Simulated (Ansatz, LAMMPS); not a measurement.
## Aqueous Cs+ and SO4 2-, 1.7 mol of salt per kg of water, from a frame at 360 K (106 atoms): geometry optimisation

Wanted: the relaxed structure of aqueous Cs+ and SO4 2-, 1.7 mol of salt per kg of water, from a frame at 360 K (106 atoms) and its electronic structure.

Method: Kohn-Sham DFT, PBE+D3(BJ), PAW (set soft_2), plane waves, in Ansatz 0.2.0.

This is a report of a sequence of runs, with most program output left out.

**1. Starting point**

The cell holds 106 atoms: 37 O, 1 S, 66 H and 2 Cs. Cell: a = 10.287 Å, b = 10.287 Å, c = 10.287 Å, α = 90.0°, β = 90.0°, γ = 90.0°. 33 H2O, 2 Cs+, 1 SO4 2- placed at random, at 1.46 g/cm³; overlaps pushed apart, then 10 ps at 420 K with Joung-Cheatham ions (J. Phys. Chem. B 112, 9020 (2008)); MMFF94 bonds, angles, torsions, charges and radii (Halgren, J. Comput. Chem. 17, 490 (1996)) in harmonic and 12-6 forms; SPC/E water (Berendsen, Grigera and Straatsma, J. Phys. Chem. 91, 6269 (1987)). Snapshot after 20 ps at 360 K and fixed volume.

What the set-up can't give: The network of contacts between molecules at the start is that of the classical potential that made the cell. The concentration wasn't checked against solubility and may exceed it. The density was typed from a rule of thumb and may lie off the real one at this temperature. Only the Γ point is sampled, in a cell whose shortest periodic width is 10 Å. Spin–orbit coupling is left out, which matters for the levels of the heavy elements.

**2. The classical run that made the cell**

A classical potential supplies the starting structure, since it reaches far longer times than DFT.

This step: classical MD, Joung-Cheatham ions (J. Phys. Chem. B 112, 9020 (2008)); MMFF94 bonds, angles, torsions, charges and radii (Halgren, J. Comput. Chem. 17, 490 (1996)) in harmonic and 12-6 forms; SPC/E water (Berendsen, Grigera and Straatsma, J. Phys. Chem. 91, 6269 (1987)) (LAMMPS 22 Jul 2025 - Update 4).

Contents of in.lmp:

```
# aqueous Cs+ and SO4 2-, 1.7 mol of salt per kg of water
units real
atom_style full
boundary p p p
bond_style harmonic
angle_style harmonic
dihedral_style opls
improper_style harmonic
special_bonds lj 0 0 0.5 coul 0 0 0.75
read_data data.lmp
neigh_modify delay 0 every 1 check yes one 4000
comm_modify cutoff 12.0
timestep 0.5
thermo_style custom step time temp pe press density
thermo_modify norm yes
# push overlapping molecules apart
pair_style soft 2.6
pair_coeff * * 0.0
variable a equal ramp(1,60)
fix ad all adapt 1 pair soft a * * v_a
velocity all create 420 35861 mom yes dist gaussian
fix lim all nve/limit 0.03
fix lan all langevin 420 420 50 35862 zero yes
thermo 1000
run 3000 post no
unfix ad
pair_style lj/cut/coul/long 9.0
pair_modify mix arithmetic tail yes
pair_coeff 1 1 0.0763 3.0960   # O
pair_coeff 2 2 0.2681 3.4180   # S
pair_coeff 3 3 0.1553 3.1660   # O
pair_coeff 4 4 0.0000 1.0000   # H
pair_coeff 5 5 0.0899 3.6010   # Cs
kspace_style pppm 1.0e-4
# [... 18 lines left out ...]
compute msd all msd com yes
thermo 5000
fix md all nvt temp 360 360 100
run 20000 post no
print "== T360: mean square displacement over the hold $(c_msd[4]:%.2f) A^2"
unfix md
uncompute msd
write_dump all custom T360.dump id type xs ys zs modify sort id
```

Command:

```sh
$ lmp -in in.lmp -log none -nocite
```

Elapsed: 16 s, on 1 thread of Intel Xeon Platinum 8488C (Sapphire Rapids), shared host; peak memory 0.12 GiB.

The input also reads data.lmp (atoms, bonds and types; not printed here).

**3. Single point at the start**

A single point comes first, to see the forces before anything moves.

Contents of input.yaml:

```yaml
crystal:
  lattice:
    - [10.2866, 0.0, 0.0]
    - [0.0, 10.2866, 0.0]
    - [0.0, 0.0, 10.2866]
  atoms:
    - { symbol: O, position: [0.06817, 0.40495, 0.6072] }
    - { symbol: S, position: [0.98834, 0.50011, 0.67582] }
    - { symbol: O, position: [0.90371, 0.55477, 0.57896] }
    - { symbol: O, position: [0.06999, 0.5964, 0.73018] }
    - { symbol: O, position: [0.9081, 0.4383, 0.77222] }
    - { symbol: O, position: [0.58003, 0.41115, 0.13697] }
    - { symbol: H, position: [0.58331, 0.46363, 0.21873] }
    - { symbol: H, position: [0.59364, 0.46952, 0.06043] }
    - { symbol: O, position: [0.1259, 0.47562, 0.15032] }
    - { symbol: H, position: [0.03702, 0.50765, 0.1274] }
    - { symbol: H, position: [0.1349, 0.47144, 0.24702] }
    - { symbol: O, position: [0.70083, 0.47664, 0.87713] }
    - { symbol: H, position: [0.78499, 0.47114, 0.82879] }
    - { symbol: H, position: [0.65605, 0.39041, 0.87417] }
    - { symbol: O, position: [0.69415, 0.65252, 0.68225] }
    - { symbol: H, position: [0.64688, 0.59016, 0.73992] }
    - { symbol: H, position: [0.77288, 0.60912, 0.64524] }
    - { symbol: O, position: [0.17168, 0.04193, 0.3563] }
    - { symbol: H, position: [0.11294, 0.09743, 0.30227] }
    - { symbol: H, position: [0.17781, 0.95328, 0.31687] }
    - { symbol: O, position: [0.33233, 0.36917, 0.62606] }
    - { symbol: H, position: [0.23535, 0.3754, 0.62353] }
    - { symbol: H, position: [0.37014, 0.4577, 0.63959] }
    - { symbol: O, position: [0.4725, 0.67854, 0.47694] }
    - { symbol: H, position: [0.46128, 0.66198, 0.57207] }
    - { symbol: H, position: [0.55256, 0.73176, 0.46253] }
    - { symbol: O, position: [0.02039, 0.81371, 0.10332] }
    - { symbol: H, position: [0.98749, 0.75268, 0.03518] }
    - { symbol: H, position: [0.11661, 0.82391, 0.09396] }
    - { symbol: O, position: [0.90277, 0.73299, 0.86432] }
    - { symbol: H, position: [0.96057, 0.68481, 0.80278] }
    - { symbol: H, position: [0.81228, 0.69803, 0.85789] }
    - { symbol: O, position: [0.3938, 0.63139, 0.73335] }
    - { symbol: H, position: [0.31773, 0.60277, 0.78669] }
    - { symbol: H, position: [0.40577, 0.72739, 0.74287] }
    - { symbol: O, position: [0.15585, 0.80148, 0.67037] }
    - { symbol: H, position: [0.24608, 0.81979, 0.70159] }
    - { symbol: H, position: [0.1301, 0.7115, 0.69664] }
    - { symbol: O, position: [0.47362, 0.06957, 0.14831] }
    - { symbol: H, position: [0.51638, 0.10128, 0.22966] }
    - { symbol: H, position: [0.41228, 0.13742, 0.11539] }
    - { symbol: O, position: [0.74542, 0.38836, 0.48133] }
    - { symbol: H, position: [0.67169, 0.4428, 0.44891] }
    - { symbol: H, position: [0.8103, 0.44512, 0.52626] }
    - { symbol: O, position: [0.70008, 0.77858, 0.45601] }
    - { symbol: H, position: [0.69504, 0.87566, 0.45523] }
    - { symbol: H, position: [0.7036, 0.74705, 0.5479] }
    - { symbol: O, position: [0.56761, 0.03999, 0.89808] }
    - { symbol: H, position: [0.5438, 0.04509, 0.99219] }
    - { symbol: H, position: [0.54176, 0.12247, 0.8536] }
    - { symbol: O, position: [0.339, 0.10184, 0.56098] }
    - { symbol: H, position: [0.35147, 0.19487, 0.5863] }
    - { symbol: H, position: [0.2619, 0.0943, 0.50225] }
    - { symbol: O, position: [0.9511, 0.11988, 0.16438] }
    - { symbol: H, position: [0.95284, 0.0385, 0.11123] }
    - { symbol: H, position: [0.9204, 0.19389, 0.10934] }
    - { symbol: O, position: [0.397, 0.90627, 0.74442] }
    - { symbol: H, position: [0.45635, 0.95496, 0.80407] }
    - { symbol: H, position: [0.36603, 0.96565, 0.67395] }
    - { symbol: O, position: [0.33695, 0.29026, 0.06417] }
    - { symbol: H, position: [0.4196, 0.34116, 0.05893] }
    - { symbol: H, position: [0.26699, 0.3459, 0.10238] }
    - { symbol: O, position: [0.96948, 0.89011, 0.50128] }
    - { symbol: H, position: [0.02224, 0.87268, 0.58105] }
    - { symbol: H, position: [0.018, 0.95091, 0.44298] }
    - { symbol: O, position: [0.87834, 0.50908, 0.11938] }
    - { symbol: H, position: [0.81814, 0.43674, 0.14375] }
    - { symbol: H, position: [0.86213, 0.53503, 0.02711] }
    - { symbol: O, position: [0.19185, 0.46994, 0.40388] }
    - { symbol: H, position: [0.20861, 0.56214, 0.42974] }
    - { symbol: H, position: [0.14058, 0.42556, 0.47353] }
    - { symbol: O, position: [0.8862, 0.23825, 0.93602] }
    - { symbol: H, position: [0.91216, 0.31104, 0.87703] }
    - { symbol: H, position: [0.83069, 0.17517, 0.88714] }
    - { symbol: O, position: [0.21836, 0.71923, 0.39021] }
    - { symbol: H, position: [0.25064, 0.77642, 0.31853] }
    - { symbol: H, position: [0.26095, 0.74482, 0.47376] }
    - { symbol: O, position: [0.44112, 0.67858, 0.01064] }
    [... 22 atom lines left out ...]
    - { symbol: H, position: [0.37362, 0.41137, 0.36246] }
    - { symbol: O, position: [0.53383, 0.28282, 0.81272] }
    - { symbol: H, position: [0.51315, 0.30862, 0.72131] }
    - { symbol: H, position: [0.46922, 0.32309, 0.87317] }
    - { symbol: Cs, position: [0.91153, 0.1818, 0.59292] }
    - { symbol: Cs, position: [0.92208, 0.67685, 0.31999] }
kpoints:
  mp_grid: { grid: [1, 1, 1] }
hamiltonian:
  xc: pbe
  dispersion: d3bj
scf:
  occupations: { method: fixed }
output:
  forces: true
  stress: true
  populations: true
  dos:
    method: { smearing: { sigma: 0.08 } }
    de: 0.1
    projected: { site_lists: { Cs: [Cs], H: [H], O: [O], S: [S] } }
  eigenvalues: true
```

Command:

```sh
$ ansatz run input.yaml --threads 4 --pin off --max-ram 8192MiB --backend cpu --events-out ev --progress --plain --runs-dir out
```

Elapsed: 6.1 s, on 4 threads of Intel Xeon Platinum 8488C (Sapphire Rapids), shared host; peak memory 1.3 GiB; 22 s of CPU time.

Read from the output:

| Quantity | Value |
| --- | --- |
| free energy | -34303.4126 eV |
| free energy per atom | -323.6171 eV/atom |
| SCF cycles | 9 |
| pressure | 0.6355 GPa |
| r.m.s. force component | 0.6714 eV/Å |
| longest force | 3.973 eV/Å |
| Fermi energy | -1.323 eV |
| gap (highest filled to lowest empty level) | 4.271 eV |
| spilling of the projection | 0.0114 |

The r.m.s. force component of 0.67 eV/Å and the pressure of 0.64 GPa set the starting point.

Length of the force by element:

```
element  coordination  atoms  mean length of the force (eV/Å)  spread  least  most
     Cs           all      2                            0.845   0.193  0.652  1.04
      H           all     66                             1.00   0.317  0.274  1.64
      O           all     37                            0.971   0.705  0.153  3.45
      S           all      1                             3.97       0   3.97  3.97
```

**4. Relaxation**

The atoms are relaxed in the fixed cell, aiming at the force tolerance of the input.

input.yaml, the sections that differ from step 3:

```yaml
output:
  forces: true
relax:
  f_tol: 0.03
  max_steps: 200
# crystal, kpoints, hamiltonian, scf: as in step 3
```

The job ended after 2.8 min (4 threads; peak memory 1.2 GiB).

Step by step (22 of 60):

| step | energy less that of the first step (eV) | largest force component (eV/Å) |
| --- | --- | --- |
| 1 | 0.0000 | 2.9498 |
| 4 | -6.3663 | 0.7964 |
| 7 | -7.4512 | 0.5773 |
| 9 | -7.6605 | 0.2852 |
| 12 | -7.8467 | 0.3751 |
| 15 | -8.0243 | 0.5048 |
| 18 | -8.0931 | 0.4571 |
| 21 | -8.2138 | 0.3542 |
| 23 | -8.2599 | 0.4598 |
| 26 | -8.3246 | 0.2365 |
| 29 | -8.3461 | 0.3143 |
| 32 | -8.3795 | 0.6731 |
| 35 | -8.4557 | 0.5692 |
| 38 | -8.4909 | 0.4390 |
| 40 | -8.5531 | 0.3940 |
| 43 | -8.5694 | 0.3887 |
| 46 | -8.6362 | 0.0514 |
| 49 | -8.6389 | 0.0370 |
| 52 | -8.6705 | 0.1991 |
| 54 | -8.7483 | 0.5668 |
| 57 | -8.8225 | 0.1898 |
| 60 | -8.8312 | 0.0241 |

Relaxation step 43 was tried and not accepted.

The atoms that moved most (Å):

| atom | dx | dy | dz | length |
| --- | --- | --- | --- | --- |
| Cs105 | -1.660 | -0.157 | 0.299 | 1.694 |
| O45 | -0.515 | 1.168 | 0.802 | 1.508 |
| H43 | 0.548 | -0.375 | -1.308 | 1.467 |
| H80 | 0.022 | 1.359 | 0.472 | 1.439 |
| H23 | 0.089 | -1.223 | -0.722 | 1.423 |
| H100 | 0.844 | -1.125 | 0.184 | 1.418 |
| H89 | -0.535 | -1.035 | 0.639 | 1.329 |
| H91 | 0.118 | 0.831 | 0.953 | 1.270 |

The relaxation changed the energy by -83.3 meV/atom, and atoms moved by 0.79 Å r.m.s., 1.7 Å at most.

**5. Distances and neighbours after relaxation**

Bonds before and after, by the cutoffs listed below:

```csv
pair,bonds before,bonds after,mean before (Å),mean after (Å),spread before (Å),spread after (Å)
H-O,66,66,1.000,0.993,0.000,0.007
O-Cs,16,15,3.116,3.304,0.277,0.178
O-S,4,4,1.437,1.500,0.016,0.011
```

Density 1.46 g/cm³, 10.27 Å³ an atom.

g(r), total and by pair (bins of 0.2 Å):

```csv
r (Å),total,H-H,H-O,H-Cs,H-S,O-O,O-Cs
0.90,4.13,0.00,9.50,0.00,0.00,0.00,0.00
1.10,1.10,0.00,2.53,0.00,0.00,0.00,0.00
1.30,0.00,0.00,0.00,0.00,0.00,0.00,0.00
1.50,0.99,2.19,0.00,0.00,0.00,0.00,0.00
1.70,1.37,0.45,2.75,0.00,0.00,0.00,0.00
1.90,0.42,0.05,0.92,0.00,0.00,0.00,0.00
2.10,0.76,1.85,0.08,0.00,0.00,0.00,0.00
2.30,0.67,1.73,0.00,0.00,0.00,0.00,0.00
2.50,0.49,1.02,0.06,0.00,0.00,0.63,0.00
2.70,0.92,0.65,0.09,0.00,1.74,4.99,0.00
2.90,0.84,0.59,1.14,0.37,3.18,0.54,0.00
3.10,1.21,0.83,1.82,0.33,2.04,0.27,3.02
3.30,1.16,0.73,1.73,0.88,0.00,0.52,2.73
3.50,1.17,0.98,1.33,3.48,0.53,0.76,1.46
3.70,0.98,1.18,0.68,2.59,0.00,1.10,1.30
3.90,1.08,1.31,0.90,1.94,0.45,0.88,0.76
4.10,1.06,1.14,0.90,0.99,1.18,1.31,1.75
4.30,1.02,0.98,1.03,0.54,1.06,1.23,1.92
4.50,1.04,1.09,1.05,0.80,1.65,0.78,1.72
4.70,0.88,0.88,0.82,0.75,0.57,1.20,0.00
4.90,0.99,1.08,0.95,1.09,1.38,0.87,0.97
```

Bonds by pair of elements; cutoffs follow the first minimum of g(r), held within bounds set by covalent radii, and pairs that aren't listed don't count as bonded:

```
pair A-B  cutoff (Å)  bonds  mean length (Å)  spread (Å)  shortest (Å)  B about A  A about B
     H-O        1.21     66            0.993       0.007         0.974          1       1.78
    O-Cs        3.63     15             3.30       0.178          3.04      0.405        7.5
     O-S        1.93      4              1.5       0.011          1.49      0.108          4
```

How many atoms have how many bonded neighbours:

```csv
element,mean,1,2,3,4,7,8
Cs,7.5,0,0,0,0,1,1
H,1,66,0,0,0,0,0
O,2.30,2,24,9,2,0,0
S,4,0,0,0,1,0,0
```

Bond angles (no mean is given where the spread exceeds 20°):

```
  angle  count  mean (°)  spread (°)
 O-Cs-O     49         -           -
  H-O-H     33       105         2.6
 Cs-O-H     26         -           -
  O-S-O      6       110         0.9
Cs-O-Cs      2       120         3.4
```

Hydrogen bonds between water molecules (O–O under 3.5 Å, H–O···O angle under 30°):

```
hydrogen bonds to other water  molecules
                            0          0
                            1          0
                            2          3
                            3         13
                            4         16
                            5          1
```

First shells of the ions:

| ion | count | shell | mean number |
| --- | --- | --- | --- |
| Cs | 2 | water O within 4.0 A | 8 |

Bond length by coordination (bonds to H left out):

```csv
element,coordination,atoms,mean bond length (Å)
Cs,7,1,3.32
Cs,8,1,3.29
O,1,2,1.50
O,2,2,2.34
O,3,9,3.34
O,4,2,3.29
```

Counting bonds as in the table, 50 % of Cs atoms have 7 and as many 8, all H atoms have 1, 65 % of O atoms have 2 and all S atoms have 4 bonded neighbours. The 33 water molecules hold 3.45 hydrogen bonds each to other water on average, with a mean O–O distance of 2.73 Å. Ion shells in this frame: Cs 8.0 (water O within 4.0 Å).

(Continued in part 2 of 2.)

[Logs are printed without paths, hosts, clocks, repeated set-up lines and the standing remarks that a program may print on its own settings, such as how far it seeks lower states.]

[Hosts, paths, dates, database ids (printed as entryN), source tags and the programs' standing remarks are cut or masked in the printed files.]

[The MMFF94 radii named for the starting cell were scaled by 0.96; in molecules described by MMFF94, hydrogen bound to N, O or S took a small fixed 12-6 site in their place.]
